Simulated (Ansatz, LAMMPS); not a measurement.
## Structural relaxation of glassy 55SiO2-6Al2O3-16MgO-16BaO-6Sc2O3 (mol %) (143 atoms)

Wanted: the relaxed structure of glassy 55SiO2-6Al2O3-16MgO-16BaO-6Sc2O3 (mol %) (143 atoms) and its electronic structure.

Calculated with Ansatz 0.2.0; Kohn-Sham DFT, PBE, PAW (set soft_2), plane waves.

This is a report of a sequence of runs, with most program output left out.

## Step 1: The starting structure

The cell holds 143 atoms: 27 Si, 6 Al, 8 Mg, 8 Ba, 6 Sc and 88 O. Its edges and angles: a = 12.615 Å, b = 12.615 Å, c = 12.615 Å, α = 90.0°, β = 90.0°, γ = 90.0°. 143 atoms (27 Si, 6 Al, 8 Mg, 8 Ba, 6 Sc, 88 O) placed at random at 3.13 g/cm³, melted at 4000 K for 10 ps at fixed volume with the Morse and Coulomb pair potential with partial charges (Pedone, Malavasi, Menziani, Cormack and Segre, J. Phys. Chem. B 110, 11780 (2006)). Quenched from 4000 K to 300 K at 25 K/ps and fixed volume, held 10 ps at zero pressure, then minimised at fixed cell.

Limits known from the start: The quench rate of 25 K/ps far exceeds what a furnace or splat quench reaches, so expect more defects and frozen-in strain than in a real sample. The network of bonds at the start is that of the classical potential that made the cell. Sampling is at Γ alone, for a cell whose shortest periodic width is 13 Å. The levels lack spin–orbit coupling, which is large for the heavy elements here.

## Step 2: How the cell was made

A classical potential supplies the starting structure, since it reaches far longer times than DFT.

This step: classical MD, Morse and Coulomb pair potential with partial charges (Pedone, Malavasi, Menziani, Cormack and Segre, J. Phys. Chem. B 110, 11780 (2006)) (LAMMPS 22 Jul 2025 - Update 4).

in.lmp reads:

```
# melt-quench of Si27Al6Mg8Ba8Sc6O88
units metal
atom_style charge
boundary p p p
region box block 0 12.7258 0 12.7258 0 12.7258
create_box 6 box
mass 1 28.0850   # Si
mass 2 26.9815   # Al
mass 3 24.3050   # Mg
mass 4 137.3270   # Ba
mass 5 44.9559   # Sc
mass 6 15.9990   # O
create_atoms 1 random 27 552961 NULL overlap 1.5 maxtry 2000
create_atoms 2 random 6 552968 NULL overlap 1.5 maxtry 2000
create_atoms 3 random 8 552975 NULL overlap 1.5 maxtry 2000
create_atoms 4 random 8 552982 NULL overlap 1.5 maxtry 2000
create_atoms 5 random 6 552989 NULL overlap 1.5 maxtry 2000
create_atoms 6 random 88 552996 NULL overlap 1.5 maxtry 2000
pair_style hybrid/overlay pedone 5.5 coul/long 8.0
pair_coeff * * coul/long
pair_coeff 1 6 pedone 0.340554 2.006700 2.100000 1   # Si-O
pair_coeff 2 6 pedone 0.361581 1.900442 2.164818 0.9   # Al-O
pair_coeff 3 6 pedone 0.038908 2.281000 2.586153 5   # Mg-O
pair_coeff 4 6 pedone 0.065011 1.547596 3.393410 5   # Ba-O
pair_coeff 5 6 pedone 0.000333 3.144445 3.200000 2.6   # Sc-O
pair_coeff 6 6 pedone 0.042395 1.379316 3.618701 22   # O-O
set type 1 charge 2.4
set type 2 charge 1.8
set type 3 charge 1.2
set type 4 charge 1.2
set type 5 charge 1.8
set type 6 charge -1.2
kspace_style pppm 1.0e-4
neigh_modify delay 0 every 1 check yes
# [... 22 lines left out ...]
thermo 1666
fix md all npt temp 300 300 0.2 iso 0 0 2
run 5000 post no
unfix md
thermo 100
min_style cg
minimize 0 1e-3 2000 20000
write_dump all custom glass.dump id type xs ys zs modify sort id
```

Started as:

```sh
$ lmp -in in.lmp -log none -nocite
```

The job ended after 51 s (1 thread of Arm Neoverse V2, shared host; peak memory 0.071 GiB).

## Step 3: Single point at the start

A single point comes first, to see the forces before anything moves.

input.yaml reads:

```yaml
crystal:
  lattice:
    - [12.61497, 0.0, 0.0]
    - [0.0, 12.61497, 0.0]
    - [0.0, 0.0, 12.61497]
  atoms:
    - { symbol: Si, position: [0.21391, 0.86996, 0.95078] }
    - { symbol: Si, position: [0.23615, 0.15178, 0.67409] }
    - { symbol: Si, position: [0.06052, 0.1179, 0.35309] }
    - { symbol: Si, position: [0.49117, 0.6799, 0.67528] }
    - { symbol: Si, position: [0.90942, 0.64597, 0.04928] }
    - { symbol: Si, position: [0.48174, 0.67464, 0.26931] }
    - { symbol: Si, position: [0.74522, 0.2323, 0.81498] }
    - { symbol: Si, position: [0.64556, 0.4996, 0.21072] }
    - { symbol: Si, position: [0.12038, 0.30325, 0.03877] }
    - { symbol: Si, position: [0.72949, 0.00358, 0.52888] }
    - { symbol: Si, position: [0.46057, 0.99878, 0.04562] }
    - { symbol: Si, position: [0.3569, 0.34809, 0.01834] }
    - { symbol: Si, position: [0.40683, 0.15466, 0.85559] }
    - { symbol: Si, position: [0.31396, 0.83997, 0.72894] }
    - { symbol: Si, position: [0.37924, 0.45995, 0.63876] }
    - { symbol: Si, position: [0.79577, 0.46185, 0.96595] }
    - { symbol: Si, position: [0.84822, 0.98927, 0.0674] }
    - { symbol: Si, position: [0.14297, 0.38735, 0.65846] }
    - { symbol: Si, position: [0.96724, 0.36072, 0.84302] }
    - { symbol: Si, position: [0.14822, 0.6738, 0.63911] }
    - { symbol: Si, position: [0.73579, 0.5534, 0.53623] }
    - { symbol: Si, position: [0.33961, 0.0009, 0.53332] }
    - { symbol: Si, position: [0.84957, 0.02786, 0.72863] }
    - { symbol: Si, position: [0.24043, 0.84593, 0.38369] }
    - { symbol: Si, position: [0.77085, 0.78471, 0.435] }
    - { symbol: Si, position: [0.66056, 0.86832, 0.00923] }
    - { symbol: Si, position: [0.47056, 0.20499, 0.18004] }
    - { symbol: Al, position: [0.01511, 0.80958, 0.49772] }
    - { symbol: Al, position: [0.04255, 0.04415, 0.59573] }
    - { symbol: Al, position: [0.94387, 0.30047, 0.22663] }
    - { symbol: Al, position: [0.861, 0.5289, 0.3307] }
    - { symbol: Al, position: [0.73844, 0.70491, 0.1944] }
    [... 105 atom lines left out ...]
    - { symbol: O, position: [0.6073, 0.42644, 0.30115] }
    - { symbol: O, position: [0.22074, 0.77358, 0.67423] }
    - { symbol: O, position: [0.80958, 0.49222, 0.45383] }
    - { symbol: O, position: [0.16852, 0.10535, 0.28928] }
    - { symbol: O, position: [0.18061, 0.26236, 0.65011] }
    - { symbol: O, position: [0.42931, 0.09143, 0.12864] }
kpoints:
  mp_grid: { grid: [1, 1, 1] }
hamiltonian:
  xc: pbe
scf:
  occupations: { method: fixed }
output:
  forces: true
  stress: true
  populations: true
  dos:
    method: { smearing: { sigma: 0.15 } }
    de: 0.1
    projected: { site_lists: { Al: [Al], Ba: [Ba], Mg: [Mg], O: [O], Sc: [Sc] } }
  eigenvalues: true
```

Started as:

```sh
$ ansatz run input.yaml --threads 4 --pin off --max-ram 8192MiB --backend cpu --events-out ev --progress --plain --runs-dir out
```

The job ended after 58 s (4 threads of Arm Neoverse V2, shared host; peak memory 3.3 GiB; 3.8 min of CPU time).

Numbers from this run:

* free energy: -146311.9497 eV
* free energy per atom: -1023.1605 eV/atom
* SCF cycles: 10
* pressure: 4.543 GPa
* r.m.s. force component: 0.9157 eV/Å
* longest force: 3.349 eV/Å
* Fermi energy: 5.009 eV
* gap (highest filled to lowest empty level): 3.488 eV
* spilling of the projection: 0.01109

The r.m.s. force component of 0.92 eV/Å and the pressure of 4.5 GPa set the starting point.

Length of the force by element:

```
element  coordination  atoms  mean length of the force (eV/Å)  spread  least   most
     Al           all      6                            0.932   0.349  0.371   1.37
     Ba           all      8                            0.581   0.200  0.292  0.938
     Mg           all      8                            0.621   0.250  0.283   1.09
      O           all     88                             1.69   0.670  0.235   3.35
     Sc           all      6                             1.10   0.358  0.576   1.74
     Si           all     27                             1.24   0.476  0.372   2.05
```

## Step 4: Cell and atoms relaxed

Cell and atoms are freed together, to release stress as well as forces.

input.yaml, the sections that differ from step 3:

```yaml
output:
  forces: true
relax:
  f_tol: 0.05
  max_steps: 154
  cell: {}
# crystal, kpoints, hamiltonian, scf: as in step 3
```

It took 9.5 min on 4 threads; peak memory 3.1 GiB.

Step by step:

```
step  energy less that of the first step (eV)  largest force component (eV/Å)  pressure (GPa)  volume (Å³)
   1                                   0.0000                          2.8509            4.54      2007.51
   2                                  -4.1768                          1.7097            3.07      2001.06
   3                                  -6.4278                          0.8237            0.23      2009.19
   4                                  -6.8818                          1.2922            0.05      2010.75
   5                                  -7.2023                          0.5755           -0.19      2013.55
   6                                  -7.3238                          0.3349           -0.09      2012.43
   7                                  -7.4619                          0.2337            0.09      2012.65
   8                                  -7.4951                          0.1260           -0.01      2014.91
   9                                  -7.5157                          0.1458            0.02      2015.31
  10                                  -7.5341                          0.0753            0.00      2015.66
  11                                  -7.5341                          0.1194           -0.01      2015.08
  12                                  -7.5376                          0.0405            0.00      2015.54
 13*                                  -7.6725                          0.0393            0.09      2015.54
  14                                  -7.6323                          0.1103           -0.12      2025.28
  15                                  -7.6730                          0.0442           -0.01      2019.71
  16                                  -7.6755                          0.0733            0.01      2019.15
  17                                  -7.6766                          0.0259            0.00      2019.68
 18*                                  -7.6896                          0.0259            0.00      2019.68
```

Relaxation steps marked * repeat the geometry before them on a plane-wave basis chosen anew for their cell, so energy and pressure can jump there. Relaxation steps 11, 14 were tried and not accepted.

```
     cell as run  before   after  change
           a (Å)  12.615  12.673  +0.5 %
           b (Å)  12.615  12.779  +1.3 %
           c (Å)  12.615  12.498  -0.9 %
           α (°)   90.00   86.85  -3.5 %
           β (°)   90.00   88.26  -1.9 %
           γ (°)   90.00   88.94  -1.2 %
volume (Å³/atom)   14.04   14.12  +0.6 %
```

The atoms that moved most (Å, as changes of fractional coordinates times the final cell):

```
atom      dx      dy      dz  length
 O94  -0.243  -0.269   0.308   0.476
Ba46  -0.154   0.430  -0.065   0.461
O119   0.292   0.332   0.126   0.460
O112  -0.222   0.371  -0.014   0.433
O115  -0.085   0.331   0.234   0.414
O134  -0.031  -0.236   0.320   0.398
Ba44   0.273  -0.198  -0.193   0.388
 O84  -0.223  -0.152   0.267   0.379
```

The relaxation changed the energy by -53.8 meV/atom, and atoms moved by 0.19 Å r.m.s., 0.48 Å at most.

## Step 5: Distances and neighbours after relaxation

Bonds before and after, by the cutoffs listed below:

```
pair  bonds before  bonds after  mean before (Å)  mean after (Å)  spread before (Å)  spread after (Å)
O-Si           108          108            1.611           1.646              0.036             0.029
O-Mg            36           37            2.119           2.068              0.181             0.119
O-Al            24           25            1.749           1.781              0.051             0.061
O-Sc            31           30            2.130           2.102              0.152             0.115
```

Density 3.20 g/cm³, 14.12 Å³ an atom.

Pair distribution functions g(r), in bins of 0.2 Å:

```
r (Å)  total   O-O   O-Si  O-Ba  O-Mg  O-Al  O-Sc
 1.50   0.19  0.00   0.82  0.00  0.00  0.00  0.00
 1.70   3.46  0.00  12.67  0.00  0.00  9.89  0.00
 1.90   0.54  0.00   0.00  0.00  4.76  2.17  1.97
 2.10   0.69  0.00   0.00  0.00  4.36  0.00  7.61
 2.30   0.10  0.04   0.00  0.00  0.86  0.00  0.59
 2.50   0.41  0.85   0.00  1.06  0.00  0.00  0.24
 2.70   1.90  4.29   0.04  3.10  0.15  0.00  0.20
 2.90   0.97  1.55   0.08  1.51  0.52  0.34  0.00
 3.10   0.91  1.09   0.48  1.19  0.60  0.31  0.16
 3.30   1.07  0.92   0.81  1.27  0.52  0.98  0.28
 3.50   0.90  0.73   0.96  0.65  0.19  1.23  0.99
 3.70   0.93  0.63   1.25  0.99  1.50  0.79  0.91
 3.90   0.98  0.52   1.49  0.76  1.13  1.40  1.09
 4.10   1.10  0.69   1.70  0.55  1.56  2.25  1.37
 4.30   1.17  0.82   1.89  1.36  1.10  1.58  0.97
 4.50   0.95  0.78   0.77  0.84  2.02  0.91  1.50
 4.70   1.02  1.10   0.75  1.46  1.25  0.63  1.58
 4.90   1.05  1.27   0.79  1.33  0.67  0.82  1.14
 5.10   0.98  1.25   0.68  1.19  0.62  0.70  0.94
 5.30   1.01  1.29   0.84  1.22  0.64  0.49  0.92
 5.50   0.92  1.16   0.72  1.06  0.45  0.81  0.55
 5.70   0.94  0.98   0.77  0.98  1.12  0.80  0.66
 5.90   0.94  0.89   1.13  0.66  0.92  1.09  0.56
 6.10   1.01  0.85   1.28  0.93  1.01  1.05  1.06
```

Bonds by pair of elements; cutoffs follow the first minimum of g(r), held within bounds set by covalent radii, and pairs that aren't listed don't count as bonded:

```
pair A-B  cutoff (Å)  bonds  mean length (Å)  spread (Å)  shortest (Å)  B about A  A about B
    O-Si        2.08    108             1.65       0.029          1.59       1.23          4
    O-Ba        3.29     54             2.87       0.223          2.50      0.614       6.75
    O-Mg        2.58     37             2.07       0.119          1.93       0.42       4.62
    O-Al        2.33     25             1.78       0.061          1.69      0.284       4.17
    O-Sc        2.76     30             2.10       0.115          1.91      0.341          5
```

The cutoff for O-Ba falls short of the minimum of g(r), so counts run low and odd coordinations can be artefacts.

How many atoms have how many bonded neighbours:

```
element  mean   2   3   4  5  6  7  8  9
     Al  4.17   0   0   5  1  0  0  0  0
     Ba  6.75   0   0   0  1  3  2  1  1
     Mg  4.62   0   0   3  5  0  0  0  0
      O  2.89  19  60   9  0  0  0  0  0
     Sc     5   0   0   1  4  1  0  0  0
     Si     4   0   0  27  0  0  0  0  0
```

Bond angles, per cent of each kind in bins of 5°:

```
angle (°)  O-Si-O  O-Mg-O  Ba-O-Si  O-Sc-O
    65–70     0.0     0.0      0.0     1.6
    70–75     0.0     2.9      0.0     1.6
    75–80     0.0    11.8      1.6     6.6
    80–85     0.0    10.3      1.6     6.6
    85–90     0.6     4.4      3.2    14.8
    90–95     0.0     8.8     12.9    14.8
   95–100     1.8     8.8     11.3     9.8
  100–105    18.5     7.3     16.1     6.6
  105–110    30.9    13.2     12.9     6.6
  110–115    34.0     4.4     12.9     4.9
  115–120     9.9     4.4      6.5     1.6
  120–125     4.3     1.5      3.2     1.6
  125–130     0.0     4.4      8.1     3.3
  130–135     0.0     2.9      4.8     1.6
  135–140     0.0     2.9      3.2     6.6
  140–145     0.0     2.9      0.0     0.0
  145–150     0.0     0.0      0.0     1.6
  150–155     0.0     2.9      0.0     1.6
  155–160     0.0     1.5      1.6     0.0
  160–165     0.0     2.9      0.0     1.6
  165–170     0.0     0.0      0.0     6.6
  170–175     0.0     1.5      0.0     0.0
```

Bond angles (no mean is given where the spread exceeds 20°):

```
  angle  count  mean (°)  spread (°)
 O-Si-O    162       109         5.5
 O-Mg-O     68         -           -
Ba-O-Si     62       108        15.3
 O-Sc-O     61         -           -
```

Oxygen atoms by the number of network formers (Si, P, Ge, B, Al, As, Ga) bound to them:

```
network formers bound to O  O atoms  per cent
                         0        3       3.4
                         1       39      44.3
                         2       44        50
                         3        2       2.3
```

Network units: each former by its oxygen neighbours and how many of them bridge to another former:

```
former  O neighbours  bridging O  atoms
    Si             4           1      1
    Si             4           2     13
    Si             4           3      8
    Si             4           4      5
    Al             4           3      2
    Al             4           4      3
    Al             5           5      1
```

Bond length by coordination (bonds to H left out):

```
element  coordination  atoms  mean bond length (Å)
     Al             4      5                  1.76
     Al             5      1                  1.86
     Ba             5      1                  2.66
     Ba             6      3                  2.84
     Ba             7      2                  2.95
     Ba             8      1                  2.90
     Ba             9      1                  2.91
     Mg             4      3                  2.03
     Mg             5      5                  2.09
      O             2     19                  1.68
      O             3     60                  2.06
      O             4      9                  2.30
     Sc             4      1                  2.03
     Sc             5      4                   2.1
     Sc             6      1                  2.16
```

Rings of the network by King's shortest-path rule, up to 12 atoms, one path for each pair of neighbours; H, halogens, alkali and alkaline-earth atoms are left out, and the last column divides by all other atoms, bonded or not:

```
ring size (atoms)  rings  per network atom
                4      2             0.016
                6      6             0.047
                8     10             0.079
               10     16             0.126
               12     19              0.15
```

First main peaks of g(r), for some of the pairs, lie near 2.7 Å (O-O), 1.6 Å (O-Si), 2.7 Å (O-Ba), 2.0 Å (O-Mg), 1.8 Å (O-Al) and 2.1 Å (O-Sc). The O-Si-O angle averages 109° with a spread of 6°. Counting bonds to Si and Al alone, not to Sc, 50 % of the oxygens join two of these atoms and 44 % one; 2 % join three; 3 % join none. The commonest Si unit has 4 oxygens, 2 of them shared with other formers (13 of 27 atoms). Rings of 12 atoms are the most common (36 % of those counted); sizes run from 4 to 12, where the search stops.

[end of part 1 of 2]

[Logs are printed without paths, hosts, clocks, repeated set-up lines and the standing remarks that a program may print on its own settings, such as how far it seeks lower states.]

[Hosts, paths, dates, database ids (printed as entryN), source tags and the programs' standing remarks are cut or masked in the printed files.]
